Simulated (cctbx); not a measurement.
**Which space group?**

Cell: a = 5.6060 Å, b = 5.6060 Å, c = 8.4180 Å, α = 90.00°, β = 90.00°, γ = 90.00°. Expected content of the cell: Ni4 Mn20.

Simulated single-crystal data (cctbx): Mo Kα, λ = 0.71073 Å, to d = 0.8 Å, 50 % of the full sphere, strongest reflection 20000 counts, noise from counting, a 4 % proportional error and a noise floor of 8 counts (s.d.); no absorption.

A first pass over the reflections prints:

```text
1069 reflections to d = 0.801 A
centring   violations  <I/sigma> of those
    A        158 of   493      5.5
    B        174 of   528      5.7
    C        164 of   529      4.9
    I          0 of   534      0.0
    R        240 of   689      5.7
    F        248 of   775      5.4
Laue class    unique    Rint  (classes that these axes allow; Friedel mates merged)
I 1 2/m 1         277   0.031
I 1 1 2/m         264   0.030
I 2/m 1 1         277   0.033
I m m m           170   0.034
I 4/m             147   0.039
I 4/m m m          99   0.039
space group    extra absences  I>4sigma  <I/sigma>
I 4 2 2                 0          0         -  acentric
I 4 m m                 0          0         -  acentric
I 4 c m                61          0       0.1  acentric
I -4 m 2                0          0         -  acentric
I -4 c 2               61          0       0.1  acentric
I -4 2 m                0          0         -  acentric
I 4/m m m               0          0         -  centric
I 4/m c m              61          0       0.1  centric
Wilson B = 1.69 A^2   <|E^2-1|> = 0.981 (0.968 centric, 0.736 acentric)   E^2>4: 3.3 %
shell (A)         n   <I/sigma>
 4.67 - 1.58     17     23.2
 1.58 - 1.27     12     26.8
 1.27 - 1.11     13     22.2
 1.11 - 1.01     12     28.1
 1.01 - 0.94     10     31.3
 0.94 - 0.88     12     21.1
 0.88 - 0.84      9     18.7
 0.84 - 0.80     14     12.7
```

Q: Read the symmetry from these tables.

The reflections that I centring forbids are absent (⟨I/σ⟩ near 0), so the lattice is I.

Rint stays low (0.030 to 0.039) up to I 4/m m m, the highest class in these axes.

8 settings pass the absence test. The most absences obeyed, 61, belong to I 4 c m, I -4 c 2 and I 4/m c m, which absences can't tell apart.

⟨|E²−1|⟩ = 0.981 leans to a centrosymmetric structure. The Wilson B of 1.69 Å² means U ≈ 0.0214 Å².

The true group is I4/mcm (no. 140), Laue class 4/mmm, centrosymmetric. The tables only narrow the choice to the tied entries; cell content, site symmetry and trial solutions must settle it.

The model is made up (kin elements in a known structure type, no relaxation), so it says nothing on whether the phase exists.

[Logs are printed without paths, hosts, clocks, repeated set-up lines and the standing remarks that a program may print on its own settings, such as how far it seeks lower states.]
